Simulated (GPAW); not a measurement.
Consider SnF4 (I4/mmm).

```xyz
5
Lattice="-2.0250 2.0250 3.9650 2.0250 -2.0250 3.9650 2.0250 2.0250 -3.9650" Properties=species:S:1:pos:R:3 pbc="T T T"
Sn    0.0000    0.0000    0.0000
F     2.0250    0.0000    0.0000
F     0.0000    2.0250    0.0000
F     0.0000    0.0000    6.0506
F     0.0000    0.0000    1.8794
```

Absorber: atom 1, with 2 F at 1.88 Å and 4 F at 2.02 Å (distorted octahedral, site symmetry 4/mmm). Method: GPAW, LDA, full core hole (charged cell), 10-atom cell with 4.9 Å between holes, 4×4×4 k points, dipole transitions, Gaussian full width 8.49 eV.

Predict the near-edge structure at the Sn K edge.

Main maxima up to 30 eV above the zero (height): 7.2 eV (1.58). A K edge sees empty p states on the absorber. 

The Sn K spectrum (energy from the lowest empty level; intensity scaled to a mean of 1 over the first 20 eV; polarised curves are means over the symmetry-equivalent atoms):

| E (eV) | isotropic | ε ⊥ c | ε ∥ c |
| --- | --- | --- | --- |
| -2.00 | 0.12 | 0.15 | 0.04 |
| -1.25 | 0.18 | 0.23 | 0.06 |
| -0.50 | 0.26 | 0.33 | 0.10 |
| 0.25 | 0.36 | 0.46 | 0.16 |
| 1.00 | 0.49 | 0.62 | 0.24 |
| 1.75 | 0.64 | 0.79 | 0.35 |
| 2.50 | 0.81 | 0.98 | 0.48 |
| 3.25 | 0.99 | 1.18 | 0.63 |
| 4.00 | 1.17 | 1.36 | 0.79 |
| 4.75 | 1.33 | 1.51 | 0.96 |
| 5.50 | 1.45 | 1.62 | 1.12 |
| 6.25 | 1.54 | 1.68 | 1.26 |
| 7.00 | 1.58 | 1.68 | 1.37 |
| 7.75 | 1.57 | 1.63 | 1.43 |
| 8.50 | 1.51 | 1.54 | 1.45 |
| 9.25 | 1.42 | 1.41 | 1.43 |
| 10.00 | 1.30 | 1.27 | 1.37 |
| 10.75 | 1.18 | 1.12 | 1.29 |
| 11.50 | 1.06 | 0.99 | 1.21 |
| 12.25 | 0.95 | 0.87 | 1.12 |
| 13.00 | 0.86 | 0.77 | 1.05 |
| 13.75 | 0.80 | 0.70 | 0.99 |
| 14.50 | 0.75 | 0.65 | 0.95 |
| 15.25 | 0.72 | 0.62 | 0.93 |
| 16.00 | 0.71 | 0.61 | 0.92 |
| 16.75 | 0.71 | 0.60 | 0.91 |
| 17.50 | 0.70 | 0.60 | 0.91 |
| 18.25 | 0.70 | 0.60 | 0.91 |
| 19.00 | 0.70 | 0.60 | 0.89 |
| 19.75 | 0.68 | 0.59 | 0.87 |
| 20.50 | 0.66 | 0.58 | 0.83 |
| 21.25 | 0.64 | 0.56 | 0.78 |
| 22.00 | 0.60 | 0.54 | 0.73 |
| 22.75 | 0.57 | 0.51 | 0.68 |
| 23.50 | 0.53 | 0.48 | 0.63 |
| 24.25 | 0.50 | 0.46 | 0.59 |
| 25.00 | 0.48 | 0.43 | 0.56 |
| 25.75 | 0.46 | 0.41 | 0.55 |
| 26.50 | 0.45 | 0.40 | 0.55 |
| 27.25 | 0.44 | 0.38 | 0.56 |
| 28.00 | 0.44 | 0.38 | 0.58 |
| 28.75 | 0.45 | 0.37 | 0.60 |
| 29.50 | 0.45 | 0.37 | 0.61 |
| 30.25 | 0.45 | 0.37 | 0.62 |
| 31.00 | 0.45 | 0.37 | 0.62 |
| 31.75 | 0.45 | 0.38 | 0.60 |

The script folds with a Gaussian, whereas the core hole's own line is a Lorentzian, so the onset is too steep and the first peak too high. The holes are only 4.9 Å apart, so the shape is probably not converged with cell size; no larger cell was run here. The structure is a published determination, not relaxed.

[Banner, clock and machine lines of the logs are left out without a mark of their own.]

[Logs are printed without paths, hosts, clocks, repeated set-up lines and the standing remarks that a program may print on its own settings, such as how far it seeks lower states.]

[Hosts, paths, dates, database ids (printed as entryN), source tags and the programs' standing remarks are cut or masked in the printed files.]

[Lists of maxima count a maximum above −3 eV only where it reaches 4 % of the highest in the window and stands out from its surroundings by 2 % of it (1.5 % where it reaches 55 %); shoulders and weaker maxima are passed over, and of the rest the first, up to two pre-edge ones and the few strongest are named.]
